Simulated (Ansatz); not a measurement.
## How fast states decay through CsLaSO

A new crystal, CsLaSO: structure, gap and complex bands. It is built by putting O for part of the S in the CsLaS2 structure of space group R-3m, with the volume rescaled by atomic radii. The parent structure comes from the Materials Project.

Method: PBE DFT, plane waves, PAW files, in the first sound run; inputs show where later runs differ, in Ansatz 0.2.0.

This is a report of a sequence of runs, with most program output left out.

The structure was built from a prototype and need not be the compound's stable phase.

## (1) The starting structure

Symmetry: R3m, No. 160, trigonal system. Conventional cell: a = 4.225 Å, b = 4.225 Å, c = 23.704 Å, α = 90.00°, β = 90.00°, γ = 120.00°. Nearest to Cs lie 3 S at 3.47 Å and 3 O at 3.47 Å. La has 3 S at 2.85 Å and 3 O at 2.85 Å nearest. O has 3 La at 2.85 Å and 3 Cs at 3.47 Å nearest. Nearest to S lie 3 La at 2.85 Å and 3 Cs at 3.47 Å. It derives from CsLaS2. O for part of the S in the CsLaS2 structure of space group R-3m. Farther neighbours and most contacts between anions are not listed.

As a file:

```cif
data_structure
_symmetry_space_group_name_H-M 'P 1'
_symmetry_Int_Tables_number 1
_cell_length_a 8.2694
_cell_length_b 8.2694
_cell_length_c 8.2694
_cell_angle_alpha 29.605
_cell_angle_beta 29.605
_cell_angle_gamma 29.605
_cell_volume 122.17
loop_
_atom_site_label
_atom_site_type_symbol
_atom_site_fract_x
_atom_site_fract_y
_atom_site_fract_z
_atom_site_occupancy
Cs1 Cs 0.00000 0.00000 0.00000 1
La2 La 0.50000 0.50000 0.50000 1
O3 O 0.22909 0.22909 0.22909 1
S4 S 0.77091 0.77091 0.77091 1
```

## (2) Cell and atoms at rest

The substituted atoms don't fit the parent's cell, so cell and atoms relax together. A small smearing keeps the run stable in case the gap closes on the way.

File input.yaml:

```yaml
crystal:
  lattice:
    - [2.1127028516, 1.2197695601, 7.9013908935]
    - [-2.1127028516, 1.2197695601, 7.9013908935]
    - [0.0, -2.4395391201, 7.9013908935]
  atoms:
    - { symbol: Cs, position: [0.0, 0.0, 0.0] }
    - { symbol: La, position: [0.5, 0.5, 0.5] }
    - { symbol: O, position: [0.22908551, 0.22908551, 0.22908551] }
    - { symbol: S, position: [0.77091449, 0.77091449, 0.77091449] }
kpoints:
  mp_grid: { grid: [6, 6, 6] }
scf:
  occupations: { method: gaussian, width: 0.03 }
hamiltonian:
  xc: pbe
output:
  forces: true
  stress: true
relax:
  f_tol: 0.02
  max_steps: 60
  cell: {}
```

Started as:

```sh
> ansatz run input.yaml --threads 2 --pin off --max-ram 4096MiB --backend cpu --events-out ev --progress --plain --runs-dir out
```

The job ended after 39 s (2 threads of Arm Neoverse V2, shared host; peak memory 0.41 GiB; 76 s of CPU time).

Relaxation path:

| step | energy less that of the first step (eV) | largest force component (eV/Å) | pressure (GPa) | volume (Å³) |
| --- | --- | --- | --- | --- |
| 1 | 0.0000 | 2.7906 | -4.15 | 122.17 |
| 2 | -0.6642 | 0.9212 | -4.33 | 118.32 |
| 3 | -0.8738 | 1.0256 | -0.01 | 106.72 |
| 4 | -0.9371 | 0.2347 | 0.38 | 106.19 |
| 5 | -0.9502 | 0.0513 | -0.18 | 107.51 |
| 6 | -0.9509 | 0.0224 | -0.01 | 107.30 |
| 7 | -0.9509 | 0.0058 | 0.02 | 107.33 |
| 8* | -0.9461 | 0.0060 | -0.07 | 107.33 |
| 9 | -0.9463 | 0.0045 | 0.00 | 107.15 |
| 10* | -0.9461 | 0.0045 | 0.00 | 107.15 |

Relaxation steps marked * repeat the geometry before them on a plane-wave basis chosen anew for their cell, so energy and pressure can jump there.

The run keeps the 6 symmetry operations that it works with, so distortions that break them were not tested.

| conventional cell, symmetrised | before | after | change |
| --- | --- | --- | --- |
| a (Å) | 4.225 | 4.014 | -5.0 % |
| b (Å) | 4.225 | 4.014 | -5.0 % |
| c (Å) | 23.704 | 23.036 | -2.8 % |
| volume (Å³/atom) | 30.54 | 26.79 | -12.3 % |

The atoms that moved most (Å, as changes of fractional coordinates times the final cell):

| atom | dx | dy | dz | length |
| --- | --- | --- | --- | --- |
| La2 | 0.000 | 0.000 | 0.287 | 0.287 |
| O3 | 0.000 | 0.000 | -0.238 | 0.238 |
| S4 | 0.000 | 0.000 | -0.047 | 0.047 |

The relaxed structure:

```cif
data_structure
_symmetry_space_group_name_H-M 'P 1'
_symmetry_Int_Tables_number 1
_cell_length_a 8.0207
_cell_length_b 8.0207
_cell_length_c 8.0207
_cell_angle_alpha 28.983
_cell_angle_beta 28.983
_cell_angle_gamma 28.983
_cell_volume 107.15
loop_
_atom_site_label
_atom_site_type_symbol
_atom_site_fract_x
_atom_site_fract_y
_atom_site_fract_z
_atom_site_occupancy
Cs1 Cs 0.99992 0.99992 0.99992 1
La2 La 0.51245 0.51245 0.51245 1
O3 O 0.21877 0.21877 0.21877 1
S4 S 0.76886 0.76886 0.76886 1
```

Numbers from this step:

- free energy: -13396.5732 eV
- Fermi energy: 8.253 eV
- pressure: -0.002842 GPa

The largest force component on a free atom ends at 0.0045 eV/Å.

## (3) Band edges

The energy window and the wavevectors of the next steps follow from the band edges, so these are searched first, off the mesh as well.

File input.yaml:

```yaml
crystal:
  lattice:
    - [2.0070347442, 1.1587620498, 7.6785524965]
    - [-2.0070347442, 1.1587620498, 7.6785524965]
    - [0.0, -2.3175240996, 7.6785524965]
  atoms:
    - { symbol: Cs, position: [-8.345e-05, -8.345e-05, -8.345e-05] }
    - { symbol: La, position: [0.5124505138, 0.5124505138, 0.5124505138] }
    - { symbol: O, position: [0.2187720874, 0.2187720874, 0.2187720874] }
    - { symbol: S, position: [0.7688608487, 0.7688608487, 0.7688608487] }
kpoints:
  mp_grid: { grid: [6, 6, 6] }
  band_path: { path: [VBM, CBM], npoints: 30 }
scf:
  occupations: { method: fixed }
hamiltonian:
  xc: pbe
output:
  eigenvalues: true
  write_potential: true
  write_density: true
  volumetric_format: npy
  elf: true
```

Elapsed: 12 s, on 2 threads; peak memory 0.37 GiB.

This step gave:

- Fermi energy: 7.083 eV
- gap on the k-mesh: 2.342 eV
- gap on path: 2.342 eV, by band count; negative where bands overlap
- direct gap on path: 2.629 eV
- edge places on path: 0, 0.9440 1/A along the path

The electronic bands at the labelled points (eV, zero at the Fermi level (highest filled level under fixed occupations); v1 is the highest filled band, c1 the lowest empty one):

| point | v4 | v3 | v2 | v1 | c1 | c2 | c3 | c4 |
| --- | --- | --- | --- | --- | --- | --- | --- | --- |
| VBM | -2.23 | -0.64 | 0.00 | 0.00 | 2.68 | 3.62 | 3.96 | 4.08 |
| halfway | -1.65 | -1.10 | -0.70 | -0.27 | 3.13 | 3.62 | 3.98 | 4.01 |
| CBM | -1.51 | -0.99 | -0.72 | -0.29 | 2.34 | 3.85 | 3.97 | 3.99 |

ELF in the ac plane of the conventional cell at fractional y = 0.000, with atoms of Cs and La and O and S within 0.2 Å of it. It is the smooth field of the valence electrons, not physical close to the nuclei.

Values, 24 rows by 14 columns, each cell a mean:
```
0.55 0.66 0.79 0.74 0.51 0.24 0.08 0.06 0.12 0.34 0.63 0.79 0.76 0.60
0.33 0.29 0.22 0.18 0.26 0.40 0.53 0.57 0.49 0.34 0.20 0.18 0.24 0.31
0.03 0.05 0.13 0.31 0.51 0.64 0.70 0.72 0.69 0.60 0.43 0.21 0.08 0.03
0.15 0.12 0.08 0.08 0.13 0.22 0.30 0.32 0.27 0.19 0.11 0.08 0.10 0.14
0.68 0.69 0.58 0.32 0.15 0.23 0.40 0.46 0.34 0.19 0.20 0.44 0.64 0.69
0.64 0.75 0.77 0.60 0.28 0.10 0.07 0.07 0.08 0.15 0.42 0.69 0.78 0.71
0.39 0.34 0.25 0.16 0.11 0.14 0.19 0.20 0.16 0.12 0.11 0.19 0.29 0.37
0.02 0.02 0.08 0.26 0.51 0.67 0.76 0.78 0.74 0.62 0.40 0.15 0.04 0.02
0.01 0.02 0.05 0.16 0.32 0.43 0.50 0.52 0.48 0.39 0.25 0.10 0.03 0.01
0.03 0.04 0.09 0.18 0.28 0.34 0.38 0.38 0.36 0.32 0.24 0.14 0.07 0.03
0.13 0.11 0.13 0.26 0.50 0.66 0.74 0.75 0.71 0.60 0.40 0.21 0.13 0.12
0.60 0.67 0.67 0.49 0.24 0.20 0.28 0.32 0.25 0.20 0.33 0.59 0.68 0.63
0.33 0.53 0.76 0.68 0.32 0.14 0.19 0.22 0.15 0.16 0.48 0.76 0.70 0.43
0.54 0.47 0.33 0.17 0.13 0.24 0.38 0.42 0.33 0.18 0.11 0.22 0.39 0.51
0.02 0.02 0.02 0.04 0.08 0.13 0.16 0.16 0.15 0.11 0.06 0.03 0.02 0.01
0.01 0.02 0.07 0.25 0.51 0.68 0.75 0.76 0.72 0.62 0.41 0.16 0.04 0.01
0.29 0.23 0.16 0.15 0.30 0.47 0.60 0.63 0.55 0.41 0.23 0.15 0.19 0.26
0.76 0.79 0.76 0.63 0.41 0.20 0.09 0.07 0.13 0.29 0.51 0.69 0.78 0.78
0.28 0.53 0.79 0.83 0.69 0.40 0.13 0.07 0.21 0.53 0.78 0.84 0.71 0.39
0.73 0.69 0.58 0.40 0.23 0.18 0.20 0.21 0.18 0.17 0.29 0.48 0.64 0.72
0.15 0.11 0.07 0.07 0.12 0.21 0.28 0.30 0.25 0.16 0.08 0.06 0.08 0.13
0.03 0.03 0.04 0.07 0.12 0.18 0.23 0.24 0.21 0.16 0.10 0.06 0.03 0.03
0.57 0.53 0.44 0.30 0.16 0.09 0.09 0.10 0.09 0.11 0.22 0.36 0.48 0.56
0.38 0.54 0.79 0.85 0.72 0.39 0.08 0.03 0.18 0.54 0.80 0.85 0.69 0.44
```
Columns run along a (4.0 Å), rows up along c (23.0 Å), edges of the conventional cell, whose origin can differ from the input's. Atoms in or near the plane, at fractional coordinates: Cs at (0.00, 0.00), La at (0.00, 0.49), O at (0.00, 0.78), S at (0.00, 0.23).

Electrostatic potential energy in the ac plane of the conventional cell at fractional y = 0.000, with atoms of Cs and La and O and S within 0.2 Å of it. With pseudopotentials it is smooth inside the atoms' cores, unlike the true potential.

Ten even steps from '_' (-28 eV) to '@' (12 eV), each cell a mean:
```
------++##%%@@@@@@%%##==----
%%%%@@@@@@@@@@@@@@@@@@@@%%%%
@@@@@@@@@@@@@@@@@@@@@@@@@@@@
@@@@@@@@%%%%%%##%%%%@@@@@@@@
==**%%@@%%####**##%%%%@@##++
..::**@@@@@@%%%%@@@@@@@@++::
@@@@@@@@@@@@@@@@@@@@@@@@@@@@
@@@@@@%%%%########%%%%%%@@@@
@@@@@@@@%%%%####%%%%%%@@@@@@
@@@@@@@@@@@@@@@@@@@@@@@@@@@@
%%%%@@@@@@@@@@@@@@@@@@@@@@%%
....::++%%@@@@@@@@%%##==::..
::____--##%%@@@@@@%%**..__..
++**##%%@@@@@@@@@@@@%%##**++
@@@@@@@@@@@@@@@@@@@@@@@@@@@@
@@@@@@%%%%########%%%%%%@@@@
@@@@@@@@%%%%####%%%%%%@@@@@@
==++##@@@@@@@@@@@@@@@@%%**++
..__::##@@@@@@@@@@@@%%++..__
####%%@@%%%%%%##%%%%@@@@%%##
@@@@@@%%%%########%%%%@@@@@@
@@@@@@@@@@@@@@@@@@@@@@@@@@@@
####%%%%@@@@@@@@@@@@@@%%####
--::::==##%%@@@@%%%%**--::::
```
Columns run along a (4.0 Å; values clipped at the 3rd and 97th percentile), rows up along c (23.0 Å), edges of the conventional cell, whose origin can differ from the input's. Atoms in or near the plane, at fractional coordinates: Cs at (0.00, 0.00), La at (0.00, 0.49), O at (0.00, 0.78), S at (0.00, 0.23).

Valence density in the ac plane of the conventional cell at fractional y = 0.000, with atoms of Cs and La and O and S within 0.2 Å of it. It is the smooth field of the valence electrons, not physical close to the nuclei.

Ten steps, logarithmic in the rise over the least value, from '_' (0.0 e/Å³) to '@' (4.6 e/Å³), each cell a mean:
```
******++--::......::==******
----::::::::::--::::::::::--
____..::::--======--::....__
........::--====----::......
%%##++==----======----==**%%
@@@@##==::........::--++%%@@
--::::..................::::
______..::--======--::..____
______..::----==----::..____
______..::::----::::....____
::::::::----====----::::::::
####**++--::::::::--==++**##
######**==::::::::--++**####
++==--::::::::::::::::--==++
________............________
______..::--======--::..____
......::::----==----::......
**++++==::........::--==++**
++****++==::....::--==******
++++==----------------====++
......::::--======--::......
______....::------::..______
====--::....______....::--==
++****++==::..__..--++******
```
Columns run along a (4.0 Å), rows up along c (23.0 Å), edges of the conventional cell, whose origin can differ from the input's. Atoms in or near the plane, at fractional coordinates: Cs at (0.00, 0.00), La at (0.00, 0.49), O at (0.00, 0.78), S at (0.00, 0.23).

The searched edges give 2.34 eV, as on the mesh.

## (4) Decaying states in the gap

This step: PBE DFT, plane waves, PAW files; complex bands by layer matching along the plane's normal (Ansatz 0.2.0).

The same crystal is laid in a cell whose first two vectors span the (001) plane (indices of the standard conventional cell, whose axes can be ordered otherwise than in the bulk input). At fixed energy and wavevector in the plane the solver finds all kz, real and complex. A few wavevectors are listed, (0, 0), (-0.5, -0.5) and (0.5, 0) in units of the plane's reciprocal vectors; the slowest state needn't be among them.

File input.yaml:

```yaml
crystal:
  lattice:
    - [4.014069488, 0.0, 0.0]
    - [2.007034744, 3.476286149, 0.0]
    - [2.007034744, -1.15876205, 7.678552496]
  atoms:
    - { symbol: Cs, position: [0.9998331, 8.345e-05, 0.00025035] }
    - { symbol: La, position: [0.0249010276, 0.4875494862, 0.4626484586] }
    - { symbol: O, position: [0.4375441748, 0.7812279126, 0.3436837378] }
    - { symbol: S, position: [0.5377216974, 0.2311391513, 0.6934174539] }
kpoints:
  mp_grid: { grid: [8, 8, 8] }
scf:
  occupations: { method: fixed }
hamiltonian:
  xc: pbe
output:
  eigenvalues: true
  transmission:
    leads: [[0, 0]]
    kpoints: [[0.0, 0.0], [-0.5, -0.5], [0.5, 0.0]]
    e_range: [-1.0, 3.34]
    de: 0.07
```

Run time: 19 s. Hardware: 2 threads; peak memory 0.5 GiB.

This step gave:

```
free energy                                               : -13396.5734 eV
Fermi energy                                              : 7.082 eV
level to which the leads are filled                       : 1.171 eV from the Fermi level
decay constant at the filling level, zone centre          : 0.3114 Å⁻¹
decay constant at the filling level, slowest listed point : 0.3114 Å⁻¹
```

K parallel (0, 0); values up to 1.5 1/Å, a degenerate pair printed once or twice; energies at which all values exceed this have no row. The Im kz of the slowest decaying states by energy, zero at the highest filled level on the SCF mesh:

| energy (eV) | decay 1 (Å⁻¹) | decay 2 (Å⁻¹) | decay 3 (Å⁻¹) | decay 4 (Å⁻¹) |
| --- | --- | --- | --- | --- |
| -1.00 | 0.564 | 0.951 | 1.07 | - |
| -0.79 | 0.540 | 0.936 | 1.05 | - |
| -0.58 | 0.0894 | 0.503 | 0.920 | 1.04 |
| -0.37 | 0.177 | 0.443 | 0.904 | 1.02 |
| -0.16 | 0.224 | 0.321 | 0.887 | 1.00 |
| -0.02 | 0.246 | 0.875 | 0.990 | - |
| 0.12 | 0.263 | 0.325 | 0.850 | 0.877 |
| 0.33 | 0.283 | 0.440 | 0.802 | 0.888 |
| 0.54 | 0.296 | 0.496 | 0.764 | 0.886 |
| 0.75 | 0.305 | 0.532 | 0.729 | 0.881 |
| 0.96 | 0.310 | 0.557 | 0.693 | 0.874 |
| 1.17 | 0.311 | 0.574 | 0.657 | 0.865 |
| 1.38 | 0.309 | 0.587 | 0.618 | 0.853 |
| 1.59 | 0.303 | 0.577 | 0.596 | 0.829 |
| 1.80 | 0.293 | 0.532 | 0.602 | 0.803 |
| 2.01 | 0.277 | 0.481 | 0.606 | 0.777 |
| 2.22 | 0.255 | 0.420 | 0.608 | 0.748 |
| 2.50 | 0.201 | 0.300 | 0.609 | 0.706 |
| 2.71 | 0.0886 | 0.610 | 0.669 | 0.767 |
| 2.92 | 0.214 | 0.620 | 0.749 | - |
| 3.13 | 0.221 | 0.599 | 0.729 | - |
| 3.34 | 0.202 | 0.574 | 0.707 | - |

K parallel (-0.5, -0.5); values up to 1.5 1/Å, a degenerate pair printed once or twice; energies at which all values exceed this have no row. Im kz of the slowest decaying states against energy, zero at the highest filled level on the SCF mesh:

| energy (eV) | decay 1 (Å⁻¹) | decay 2 (Å⁻¹) | decay 3 (Å⁻¹) | decay 4 (Å⁻¹) |
| --- | --- | --- | --- | --- |
| -1.00 | 0.0894 | 0.398 | 0.924 | 1.25 |
| -0.86 | 0.309 | 0.394 | 0.812 | 1.30 |
| -0.65 | 0.134 | 0.360 | 0.491 | 0.685 |
| -0.51 | 0.224 | 0.306 | 0.561 | 0.628 |
| -0.30 | 0.301 | 0.583 | 0.614 | 1.34 |
| -0.16 | 0.317 | 0.336 | 0.568 | 0.628 |
| -0.02 | 0.366 | 0.414 | 0.558 | 0.634 |
| 0.05 | 0.378 | 0.448 | 0.554 | 0.635 |
| 0.19 | 0.400 | 0.503 | 0.547 | 0.635 |
| 0.40 | 0.426 | 0.538 | 0.567 | 0.630 |
| 0.54 | 0.439 | 0.533 | 0.603 | 0.625 |
| 0.75 | 0.450 | 0.525 | 0.619 | 0.653 |
| 0.89 | 0.452 | 0.520 | 0.616 | 0.685 |
| 1.10 | 0.445 | 0.510 | 0.616 | 0.733 |
| 1.24 | 0.433 | 0.504 | 0.619 | 0.769 |
| 1.45 | 0.406 | 0.492 | 0.627 | 0.832 |
| 1.59 | 0.382 | 0.484 | 0.634 | 0.887 |
| 1.80 | 0.335 | 0.470 | 0.645 | 1.00 |
| 1.94 | 0.294 | 0.460 | 0.653 | 0.950 |
| 2.15 | 0.210 | 0.443 | 0.665 | 0.854 |
| 2.29 | 0.111 | 0.431 | 0.674 | 0.810 |
| 2.50 | 0.410 | 0.687 | 0.759 | 1.10 |
| 2.64 | 0.394 | 0.697 | 0.730 | 1.07 |
| 2.85 | 0.0873 | 0.368 | 0.690 | 0.717 |
| 2.99 | 0.111 | 0.348 | 0.664 | 0.739 |
| 3.20 | 0.0979 | 0.313 | 0.623 | 0.837 |
| 3.34 | 0.0345 | 0.285 | 0.594 | 0.821 |

K parallel (0.5, 0); values up to 1.5 1/Å, a degenerate pair printed once or twice; energies at which all values exceed this have no row. Table of Im kz of the slowest decaying states by energy, zero at the highest filled level on the SCF mesh:

| energy (eV) | decay 1 (Å⁻¹) | decay 2 (Å⁻¹) | decay 3 (Å⁻¹) | decay 4 (Å⁻¹) |
| --- | --- | --- | --- | --- |
| -1.00 | 0.0894 | 0.398 | 0.924 | 1.25 |
| -0.79 | 0.382 | 0.387 | 0.765 | 1.31 |
| -0.58 | 0.187 | 0.338 | 0.531 | 0.653 |
| -0.37 | 0.140 | 0.279 | 0.594 | 0.601 |
| -0.16 | 0.317 | 0.336 | 0.568 | 0.628 |
| -0.02 | 0.366 | 0.414 | 0.558 | 0.634 |
| 0.12 | 0.390 | 0.477 | 0.550 | 0.636 |
| 0.33 | 0.418 | 0.541 | 0.547 | 0.632 |
| 0.54 | 0.439 | 0.533 | 0.603 | 0.625 |
| 0.75 | 0.450 | 0.525 | 0.619 | 0.653 |
| 0.96 | 0.451 | 0.517 | 0.616 | 0.700 |
| 1.17 | 0.440 | 0.507 | 0.618 | 0.750 |
| 1.38 | 0.417 | 0.496 | 0.624 | 0.809 |
| 1.59 | 0.382 | 0.484 | 0.634 | 0.887 |
| 1.80 | 0.335 | 0.470 | 0.645 | 1.00 |
| 2.01 | 0.270 | 0.455 | 0.657 | 0.912 |
| 2.22 | 0.169 | 0.437 | 0.669 | 0.830 |
| 2.50 | 0.410 | 0.687 | 0.759 | 1.10 |
| 2.71 | 0.386 | 0.703 | 0.716 | 1.06 |
| 2.92 | 0.104 | 0.358 | 0.677 | 0.726 |
| 3.13 | 0.109 | 0.325 | 0.637 | 0.789 |
| 3.34 | 0.0345 | 0.285 | 0.594 | 0.821 |

At the listed wavevectors the last open channel is at -0.02 eV and the next at +2.36 eV on the grid. At +1.17 eV, the grid energy nearest the filling level (the middle of the gap on the SCF mesh), the slowest state at the listed wavevectors decays with κ = 0.311 Å⁻¹, its amplitude falling by e over 3.2 Å. Through 1 nm of this crystal that state's transmission falls by exp(−2 × 0.311 Å⁻¹ × 10 Å) = 0.0020.

## (5) Band edges at another level

This step: LDA DFT, plane waves, PAW files (Ansatz 0.2.0).

The edges again with LDA, at the same atoms.

File input.yaml:

```yaml
crystal:
  lattice:
    - [2.0070347442, 1.1587620498, 7.6785524965]
    - [-2.0070347442, 1.1587620498, 7.6785524965]
    - [0.0, -2.3175240996, 7.6785524965]
  atoms:
    - { symbol: Cs, position: [-8.345e-05, -8.345e-05, -8.345e-05] }
    - { symbol: La, position: [0.5124505138, 0.5124505138, 0.5124505138] }
    - { symbol: O, position: [0.2187720874, 0.2187720874, 0.2187720874] }
    - { symbol: S, position: [0.7688608487, 0.7688608487, 0.7688608487] }
kpoints:
  mp_grid: { grid: [6, 6, 6] }
  band_path: { path: [VBM, CBM], npoints: 30 }
scf:
  occupations: { method: fixed }
hamiltonian:
  xc: lda
output:
  eigenvalues: true
```

Elapsed: 12 s, on 2 threads; peak memory 0.36 GiB; 23 s of CPU time.

Numbers from this step:

* free energy: -13012.1777 eV
* Fermi energy: 6.784 eV
* gap on the k-mesh: 2.148 eV
* gap on path: 2.148 eV, by band count; negative where bands overlap
* direct gap on path: 2.387 eV

The electronic bands at the labelled points (eV, zero at the Fermi level (highest filled level under fixed occupations); v1 is the highest filled band, c1 the lowest empty one):

| point | v4 | v3 | v2 | v1 | c1 | c2 | c3 | c4 |
| --- | --- | --- | --- | --- | --- | --- | --- | --- |
| VBM | -2.32 | -0.68 | 0.00 | 0.00 | 2.39 | 3.49 | 3.78 | 3.96 |
| halfway | -1.75 | -1.14 | -0.72 | -0.27 | 2.95 | 3.48 | 3.85 | 3.90 |
| CBM | -1.58 | -1.05 | -0.74 | -0.30 | 2.15 | 3.70 | 3.86 | 3.86 |

The searched edges give 2.15 eV, as on the mesh.

For the gap on the k-mesh, step 3 gave 2.34 eV; this run, with LDA, gives 2.15 eV.

[end of part 1 of 2]

[Logs are printed without paths, hosts, clocks, repeated set-up lines and the standing remarks that a program may print on its own settings, such as how far it seeks lower states.]

[Hosts, paths, dates, database ids (printed as entryN), source tags and the programs' standing remarks are cut or masked in the printed files.]
